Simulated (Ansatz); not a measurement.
Planning a run of Ansatz 0.2.0 on AgCl (Fm-3m). The input:

```yaml
crystal:
  lattice:
    - [0.0, 2.7726629968, 2.7726629968]
    - [2.7726629968, 0.0, 2.7726629968]
    - [2.7726629968, 2.7726629968, 0.0]
  atoms:
    - { symbol: Ag, position: [0.0, 0.0, 0.0] }
    - { symbol: Cl, position: [0.5, 0.5, 0.5] }
kpoints:
  mp_grid: { grid: [4, 4, 4] }
  band_path:
    path:
      - [0.0, 0.0, 0.0]
      - [0.5, 0.0, 0.5]
      - [0.625, 0.25, 0.625]
      - [0.375, 0.375, 0.75]
      - [0.5, 0.5, 0.5]
      - [0.5, 0.25, 0.75]
      - [0.0375, 0.0375, 0.075]
    npoints: 1
hamiltonian:
  xc: hse06
scf:
  occupations: { method: fermi_dirac, width: 0.02 }
  n_extra_bands: 8
magnetization:
  noncollinear: true
  spin_orbit: true
output:
  eigenvalues: true
```

```sh
ansatz run input.yaml --threads 3 --pin off --max-ram 92160MiB --backend cuda --events-out ev --progress --plain --runs-dir out --devices 1 --max-vram 13GiB
```

Question: Estimate wall time and host memory on 1 × NVIDIA H100 80GB HBM3 (shared by 6 runs) with 3 threads of AMD EPYC 7R13 (Zen 3), shared host.

It took 22 s; on shared hardware allow 11 s to 44 s. Peak host memory was 1.1 GiB. The sizes that set the cost: 869 plane waves a state, 8 irreducible k points and 13 SCF cycles.

Exact exchange couples every pair of k points and filled bands, so it costs far more than a semilocal run.

[Paths, hosts, dates, memory and timing lines, banners, echoed tables and standing remarks are left out of the program output.]

[Logs are printed without paths, hosts, clocks, repeated set-up lines and the standing remarks that a program may print on its own settings, such as how far it seeks lower states.]

[Runs of the session that timed out or met a known fault of the program may be left out.]

[Cells called generated may have been cut or substituted from an entry of the Crystallography Open Database or the Materials Project.]

[Hosts, paths, dates, database ids (printed as entryN), source tags and the programs' standing remarks are cut or masked in the printed files.]
